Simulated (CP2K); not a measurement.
Consider silylketene at its PBE geometry (Å).

```xyz
8

O     2.5253   -1.0706    0.4676
C     1.6678   -0.2906    0.2699
C     0.6660    0.5325    0.0456
Si   -1.0765   -0.0805   -0.1497
H     0.8897    1.5977   -0.0169
H    -1.9264    1.1181   -0.3798
H    -1.2015   -1.0103   -1.3078
H    -1.5444   -0.7963    1.0711
```

Method: CP2K XAS_TDP, all-electron GAPW, PBEh(45%), aug-pc-1, TDA, GW2X-corrected core level, ZORA, spin–orbit coupling.

Q: Predict the bright core excitations at the Si L₂,₃ edge.

Leading lines: Si4 104.39 eV. The leading line of an atom is its first one with 35 % of the strongest within 2.5 eV of its lowest line over the strength cut. Core ionisation energies at this level: Si4 107.92/107.94/108.52 eV; the 2p½ level lies 0.59 eV above the 2p3/2 pair.

The first six lines of each atom with a strength over 0.0003:

```csv
atom,energy (eV),states,"strength, one atom",above the computed threshold
Si4 (bonded to C and 3 H),104.39,2,0.0057,
,104.46,1,0.0016,
,104.76,2,0.0005,
,104.78,1,0.0004,
,104.91,2,0.0031,
,104.94,1,0.0004,
```

Lines are vertical, at one geometry, with no vibrational structure. GW2X ionisation energies and lines can be off by 1 to 2 eV either way, and a good line position may hide errors that cancel. Rydberg lines, and the discretised continuum above threshold, depend on the basis and the box.

[Banner, clock and machine lines of the logs are left out without a mark of their own.]

[Logs are printed without paths, hosts, clocks, repeated set-up lines and the standing remarks that a program may print on its own settings, such as how far it seeks lower states.]

[Hosts, paths, dates, database ids (printed as entryN), source tags and the programs' standing remarks are cut or masked in the printed files.]
